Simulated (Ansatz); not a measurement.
# Li3LaIn2 (built on the sites of a database entry of Li3LaBi2): relaxing the cell for a phonon run

Aim: bring Li3LaIn2 (built on the sites of a database entry of Li3LaBi2) to small forces and stress, as phonons need.

Method: DFT PBEsol, scalar-relativistic, plane waves, PAW, in Ansatz 0.2.0.

This is a report of a sequence of runs, with most program output left out.

The structure was built from a prototype and need not be the compound's stable phase.

## Step 1: The structure

The structure is trigonal, space group P-3m1 (No. 164). Conventional cell: a = 4.657 Å, b = 4.657 Å, c = 7.472 Å, α = 90.00°, β = 90.00°, γ = 120.00°. Li has 4 In at 2.79 to 2.92 Å and 3 Li at 2.90 Å nearest. Nearest to Li lie 6 Li at 2.90 Å and 6 In at 3.25 Å. Nearest to La lie 6 In at 3.30 Å. Nearest to In lie 7 Li at 2.79 to 3.25 Å and 3 La at 3.30 Å. Farther neighbours are not listed.

## Step 2: Probe on a coarse mesh

A quick single point on a coarse mesh tells whether the cell has a gap and how far it is from rest, which sets the k mesh and smearing that follow.

input.yaml reads:

```yaml
crystal:
  lattice:
    - [4.65658, 0.0, 0.0]
    - [-2.32829, 4.03272, 0.0]
    - [0.0, 0.0, 7.47183]
  atoms:
    - { symbol: Li, position: [0.3333333333, 0.6666666667, 0.646] }
    - { symbol: Li, position: [0.6666666667, 0.3333333333, 0.354] }
    - { symbol: Li, position: [0.0, 0.0, 0.5] }
    - { symbol: La, position: [0.0, 0.0, 0.0] }
    - { symbol: In, position: [0.3333333333, 0.6666666667, 0.25575] }
    - { symbol: In, position: [0.6666666667, 0.3333333333, 0.74425] }
kpoints:
  mp_grid: { grid: [6, 6, 4] }
hamiltonian:
  xc: pbesol
scf:
  occupations: { method: gaussian, width: 0.1 }
output:
  forces: true
  stress: true
  eigenvalues: true
```

Run with:

```sh
$ ansatz run input.yaml --threads 8 --pin off --max-ram 14336MiB --backend cpu --events-out ev --progress --plain --runs-dir out
```

It took 1 s on 8 threads of Arm Neoverse V2, shared host; peak memory 0.61 GiB; 6.2 s of CPU time.

Numbers from this step:

```
pressure          : -0.3731 GPa
volume per atom   : 23.39 Å³
gap on the k-mesh : 0 eV
```

The coarse mesh shows no gap and a pressure of -0.4 GPa.

## Step 3: Bringing the structure to rest

Harmonic phonons are second derivatives at a point where the forces vanish, and they are wanted at zero stress, so atoms and cell are relaxed first.

input.yaml: that of step 2 with these lines changed.

```diff
@@ -13,3 +13,3 @@
 kpoints:
-  mp_grid: { grid: [6, 6, 4] }
+  mp_grid: { grid: [9, 9, 6] }
 hamiltonian:
@@ -22 +22,10 @@
   eigenvalues: true
+  write_density: true
+  write_potential: true
+  elf: true
+  volumetric_format: npy
+relax:
+  adjacent_minimum: "off"
+  f_tol: 0.005
+  max_steps: 80
+  cell: { stress_tol: 0.05 }
```

Wall time 26 s (8 threads); peak memory 0.74 GiB.

Relaxation path:

| step | energy less that of the first step (eV) | largest force component (eV/Å) | pressure (GPa) | volume (Å³) |
| --- | --- | --- | --- | --- |
| 1 | 0.0000 | 0.1485 | -0.38 | 140.31 |
| 2 | -0.0379 | 0.1474 | -0.03 | 137.48 |
| 3 | -0.0757 | 0.1061 | 0.42 | 135.47 |
| 4 | -0.1213 | 0.1464 | 0.25 | 135.27 |
| 5 | -0.1348 | 0.0431 | -0.07 | 137.15 |
| 6 | -0.1359 | 0.0428 | 0.41 | 135.96 |
| 7 | -0.1377 | 0.0132 | -0.02 | 137.48 |
| 8 | -0.1380 | 0.0042 | 0.00 | 137.29 |
| 9 | -0.1380 | 0.0019 | 0.00 | 137.36 |
| 10* | -0.1380 | 0.0019 | -0.01 | 137.36 |

Relaxation steps marked * repeat the geometry before them on a plane-wave basis chosen anew for their cell, so energy and pressure can jump there.

Forces are held to the 12 operations that the run works with; a distortion that breaks them can't arise in this run.

| conventional cell, symmetrised | before | after | change |
| --- | --- | --- | --- |
| a (Å) | 4.657 | 4.903 | +5.3 % |
| b (Å) | 4.657 | 4.903 | +5.3 % |
| c (Å) | 7.472 | 6.599 | -11.7 % |
| volume (Å³/atom) | 23.39 | 22.89 | -2.1 % |

The atoms that moved most (Å, as changes of fractional coordinates times the final cell):

| atom | dx | dy | dz | length |
| --- | --- | --- | --- | --- |
| Li1 | 0.000 | 0.000 | 0.194 | 0.194 |
| Li2 | 0.000 | 0.000 | -0.194 | 0.194 |
| In6 | 0.000 | 0.000 | 0.087 | 0.087 |
| In5 | 0.000 | 0.000 | -0.087 | 0.087 |

Final coordinates:

```xyz
6
Lattice="4.9025 0.0000 0.0000 -2.4513 4.2457 0.0000 0.0000 0.0000 6.5991" Properties=species:S:1:pos:R:3 pbc="T T T"
Li    0.0000    2.8305    4.4569
Li    2.4513    1.4152    2.1422
Li    0.0000    0.0000    3.2996
La    0.0000    0.0000    0.0000
In    0.0000    2.8305    1.6005
In    2.4513    1.4152    4.9986
```

This step gave:

```yaml
pressure: -0.006868 GPa
volume_per_atom: 22.89 Å³
```

Electrostatic potential energy in the ac plane at fractional y = 0.000, with atoms of Li and La within 0.2 Å of it. With pseudopotentials it is smooth inside the atoms' cores, unlike the true potential.

Values in eV, 18 rows by 14 columns, each cell a mean:
```
-24 -36 -27  -5   5   9  10  10  10   8   2 -14 -34 -32
-35 -30 -13   0   6   9  10  10   9   8   4  -4 -21 -33
-14  -8   0   5   8   9   9   9   9   8   7   3  -4 -11
  2   4   6   8   9   8   8   8   8   9   8   7   5   3
  7   7   8   9   9   8   7   7   8   9   9   9   8   7
  7   8   9  10  10   9   8   8   8   9  10   9   8   7
  2   5   7   9  10   9   9   9   9  10  10   8   6   3
-16  -7   4   8  10  10  10  10  10  10   9   7   1 -12
-30 -16   1   8  10  10  10  10  10  10   9   6  -6 -24
-24 -12   3   8  10  10  10  10  10  10   9   6  -3 -19
 -5   1   6   9  10  10   9   9   9  10   9   8   4  -2
  6   7   8   9  10   9   8   8   9   9  10   9   8   6
  7   8   9   9   9   8   7   7   8   9   9   9   8   8
  5   6   7   9   9   8   7   7   8   9   9   8   7   5
 -4  -1   3   6   8   8   8   8   8   8   8   5   1  -3
-27 -20  -7   3   7   9   9   9   9   8   5  -1 -12 -25
-34 -36 -22  -3   6   9  10  10  10   8   3 -10 -30 -36
 -7 -33 -30  -7   5   9  10  10  10   7   1 -17 -35 -23
```
Columns run along a (4.9 Å; values clipped at the 3rd and 97th percentile), rows up along c (6.6 Å). Atoms in or near the plane, at fractional coordinates: Li at (0.00, 0.50), La at (0.00, 0.00).

ELF in the ac plane at fractional y = 0.000, with atoms of Li and La within 0.2 Å of it. It is the smooth field of the valence electrons, not physical close to the nuclei.

Ten even steps from '0' (0.03) to '9' (0.99), each cell a mean:
```
15851133212773
78731244311577
76312344431246
21113444442112
11234444454311
12345544455421
00145444444300
62024444443104
96013333332019
94013333333017
10034444444200
01345544455420
11245544454321
11124444443211
53212444432124
87521344421367
47741234312686
04851133202771
```
Columns run along a (4.9 Å), rows up along c (6.6 Å). Atoms in or near the plane, at fractional coordinates: Li at (0.00, 0.50), La at (0.00, 0.00).

Valence density in the ac plane at fractional y = 0.000, with atoms of Li and La within 0.2 Å of it. It is the smooth field of the valence electrons, not physical close to the nuclei.

Values in e/Å³, 18 rows by 14 columns, each cell a mean:
```
1.5 1.6 1.2 0.5 0.1 0.1 0.1 0.1 0.1 0.1 0.2 0.8 1.5 1.6
1.5 1.3 0.8 0.3 0.1 0.1 0.1 0.1 0.1 0.1 0.2 0.5 1.0 1.5
0.8 0.6 0.3 0.2 0.1 0.1 0.1 0.1 0.1 0.1 0.1 0.2 0.4 0.7
0.2 0.2 0.1 0.1 0.1 0.1 0.2 0.2 0.1 0.1 0.1 0.1 0.1 0.2
0.1 0.1 0.1 0.1 0.1 0.1 0.2 0.2 0.1 0.1 0.1 0.1 0.1 0.1
0.1 0.1 0.1 0.1 0.1 0.1 0.1 0.1 0.1 0.1 0.1 0.1 0.1 0.1
0.1 0.1 0.1 0.1 0.1 0.1 0.1 0.1 0.1 0.1 0.1 0.1 0.1 0.1
1.9 0.5 0.1 0.1 0.1 0.1 0.1 0.1 0.1 0.1 0.1 0.1 0.1 1.1
7.0 2.0 0.1 0.1 0.1 0.1 0.1 0.1 0.1 0.1 0.1 0.1 0.4 4.2
4.4 1.2 0.1 0.1 0.1 0.1 0.1 0.1 0.1 0.1 0.1 0.1 0.3 2.6
0.4 0.1 0.1 0.1 0.1 0.1 0.1 0.1 0.1 0.1 0.1 0.1 0.1 0.2
0.1 0.1 0.1 0.1 0.1 0.1 0.1 0.1 0.1 0.1 0.1 0.1 0.1 0.1
0.1 0.1 0.1 0.1 0.1 0.1 0.1 0.2 0.1 0.1 0.1 0.1 0.1 0.1
0.1 0.1 0.1 0.1 0.1 0.1 0.2 0.2 0.1 0.1 0.1 0.1 0.1 0.1
0.4 0.3 0.2 0.1 0.1 0.1 0.1 0.1 0.1 0.1 0.1 0.1 0.3 0.4
1.2 1.0 0.5 0.2 0.1 0.1 0.1 0.1 0.1 0.1 0.1 0.3 0.7 1.1
1.6 1.6 1.0 0.4 0.1 0.1 0.1 0.1 0.1 0.1 0.2 0.6 1.3 1.6
1.3 1.6 1.3 0.5 0.1 0.1 0.1 0.1 0.1 0.1 0.3 0.9 1.6 1.5
```
Columns run along a (4.9 Å), rows up along c (6.6 Å). Atoms in or near the plane, at fractional coordinates: Li at (0.00, 0.50), La at (0.00, 0.00).

In this step the volume went from 23.39 to 22.89 Å³/atom.

## Step 4: Relaxing to small forces for the phonons

Phonons need a cell at rest on their own settings, so the relaxation is repeated with tight tolerances on forces and stress on the k mesh and occupations of the first response run.

input.yaml, the sections that differ from step 3:

```yaml
crystal:
  lattice:
    - [4.9025432227, 0.0, 0.0]
    - [-2.4512716113, 4.245726974, 0.0]
    - [0.0, 0.0, 6.5991192976]
  atoms:
    - { symbol: Li, position: [0.3333333333, 0.6666666667, 0.6753745314] }
    - { symbol: Li, position: [0.6666666667, 0.3333333333, 0.3246254686] }
    - { symbol: Li, position: [0.0, 0.0, 0.5] }
    - { symbol: La, position: [0.0, 0.0, 0.0] }
    - { symbol: In, position: [0.3333333333, 0.6666666667, 0.2425307843] }
    - { symbol: In, position: [0.6666666667, 0.3333333333, 0.7574692157] }
scf:
  occupations: { method: methfessel_paxton, width: 0.2 }
relax:
  adjacent_minimum: "off"
  f_tol: 0.001
  max_steps: 60
  cell: { stress_tol: 0.01 }
# kpoints, hamiltonian, output: as in step 3
```

It took 8.5 s on 8 threads; peak memory 0.73 GiB; 62 s of CPU time.

Little changed from the start: no atom moved by 0.005 Å and no cell edge by 0.1 %.

This step gave:

| Quantity | Value |
| --- | --- |
| pressure | 0.003882 GPa |
| volume per atom | 22.88 Å³ |

Electrostatic potential energy in the ac plane at fractional y = 0.000, with atoms of Li and La within 0.2 Å of it. With pseudopotentials it is smooth inside the atoms' cores, unlike the true potential.

Ten even steps from '_' (-36 eV) to '@' (10 eV), each cell a mean:
```
::__..**%%@@@@@@@@@@%%==____
__..==##@@@@@@@@@@@@%%**--__
==**##%%@@@@@@@@@@@@@@%%##++
%%%%@@@@@@@@@@@@@@@@@@@@%%%%
@@@@@@@@@@@@@@@@@@@@@@@@@@@@
@@@@@@@@@@@@@@@@@@@@@@@@@@@@
%%%%@@@@@@@@@@@@@@@@@@@@@@%%
==**%%@@@@@@@@@@@@@@@@@@##++
..==%%@@@@@@@@@@@@@@@@@@**::
::++%%@@@@@@@@@@@@@@@@@@##--
**##@@@@@@@@@@@@@@@@@@@@%%##
@@@@@@@@@@@@@@@@@@@@@@@@@@@@
@@@@@@@@@@@@@@@@@@@@@@@@@@@@
%%@@@@@@@@@@@@@@@@@@@@@@@@%%
**##%%@@@@@@@@@@@@@@@@%%%%##
..--**%%@@@@@@@@@@@@%%##++::
____--##@@@@@@@@@@@@%%++..__
**__..**%%@@@@@@@@@@%%==__::
```
Columns run along a (4.9 Å; values clipped at the 3rd and 97th percentile), rows up along c (6.6 Å). Atoms in or near the plane, at fractional coordinates: Li at (0.00, 0.50), La at (0.00, 0.00).

Valence density in the ac plane at fractional y = 0.000, with atoms of Li and La within 0.2 Å of it. It is the smooth field of the valence electrons, not physical close to the nuclei.

Values in e/Å³, 18 rows by 14 columns, each cell a mean:
```
1.5 1.6 1.2 0.5 0.1 0.1 0.1 0.1 0.1 0.1 0.2 0.8 1.5 1.6
1.5 1.3 0.8 0.3 0.1 0.1 0.1 0.1 0.1 0.1 0.2 0.5 1.0 1.5
0.8 0.6 0.3 0.2 0.1 0.1 0.1 0.1 0.1 0.1 0.1 0.2 0.4 0.7
0.2 0.2 0.1 0.1 0.1 0.1 0.2 0.2 0.1 0.1 0.1 0.1 0.1 0.2
0.1 0.1 0.1 0.1 0.1 0.1 0.2 0.2 0.1 0.1 0.1 0.1 0.1 0.1
0.1 0.1 0.1 0.1 0.1 0.1 0.1 0.1 0.1 0.1 0.1 0.1 0.1 0.1
0.1 0.1 0.1 0.1 0.1 0.1 0.1 0.1 0.1 0.1 0.1 0.1 0.1 0.1
1.9 0.5 0.1 0.1 0.1 0.1 0.1 0.1 0.1 0.1 0.1 0.1 0.1 1.1
7.0 2.0 0.1 0.1 0.1 0.1 0.1 0.1 0.1 0.1 0.1 0.1 0.4 4.2
4.4 1.2 0.1 0.1 0.1 0.1 0.1 0.1 0.1 0.1 0.1 0.1 0.3 2.6
0.4 0.1 0.1 0.1 0.1 0.1 0.1 0.1 0.1 0.1 0.1 0.1 0.1 0.2
0.1 0.1 0.1 0.1 0.1 0.1 0.1 0.1 0.1 0.1 0.1 0.1 0.1 0.1
0.1 0.1 0.1 0.1 0.1 0.1 0.1 0.2 0.1 0.1 0.1 0.1 0.1 0.1
0.1 0.1 0.1 0.1 0.1 0.1 0.2 0.2 0.1 0.1 0.1 0.1 0.1 0.1
0.4 0.3 0.2 0.1 0.1 0.1 0.1 0.1 0.1 0.1 0.1 0.1 0.3 0.4
1.2 1.0 0.5 0.2 0.1 0.1 0.1 0.1 0.1 0.1 0.1 0.3 0.7 1.1
1.6 1.6 1.0 0.4 0.1 0.1 0.1 0.1 0.1 0.1 0.2 0.6 1.3 1.6
1.3 1.6 1.3 0.5 0.1 0.1 0.1 0.1 0.1 0.1 0.3 0.9 1.6 1.5
```
Columns run along a (4.9 Å), rows up along c (6.6 Å). Atoms in or near the plane, at fractional coordinates: Li at (0.00, 0.50), La at (0.00, 0.00).

ELF in the ac plane at fractional y = 0.000, with atoms of Li and La within 0.2 Å of it. It is the smooth field of the valence electrons, not physical close to the nuclei.

Ten even steps from '_' (0.03) to '@' (0.99), each cell a mean:
```
..++%%++....----::..::####--
##%%##--..::====--....++####
##**--..::--======--..::==**
::......--==========::....::
....::--==========++==--....
..::--==++++======++++==::..
____..==++============--____
**::__::============--..__==
@@**__..------------::__..@@
@@==__..--------------__..##
..____--==============::____
__..--==++++======++++==::__
....::==++++======++==--::..
......::============--::....
++--::..::========--::..::==
%%##++::..--======::..--**##
==####==..::--==--..::**%%**
__==%%++....----::__::####..
```
Columns run along a (4.9 Å), rows up along c (6.6 Å). Atoms in or near the plane, at fractional coordinates: Li at (0.00, 0.50), La at (0.00, 0.00).

The largest force component left is 0.51 meV/Å and the pressure is 0.004 GPa, within the tolerances set. The cell now holds 22.88 Å³/atom.

## Step 5: Outcome

| Quantity | Value |
| --- | --- |
| space group after relaxation (within 0.01 Å) | P-3m1 |
| lattice constant a | 4.903 Å |
| lattice constant b | 4.903 Å |
| lattice constant c | 6.593 Å |
| volume per atom | 22.9 Å³ |

What this shows: The largest force component left is 0.51 meV/Å and the pressure is 0.004 GPa, within the tolerances set. The cell now holds 22.88 Å³/atom. The relaxation keeps the symmetry of its start, so it says nothing on stability against lower symmetry. Spin-orbit coupling is left out, which can matter for the heavy elements here. The starting cell was built on a prototype and not taken from a measurement, so the phase need not exist.

[Logs are printed without paths, hosts, clocks, repeated set-up lines and the standing remarks that a program may print on its own settings, such as how far it seeks lower states.]

[Hosts, paths, dates, database ids (printed as entryN), source tags and the programs' standing remarks are cut or masked in the printed files.]
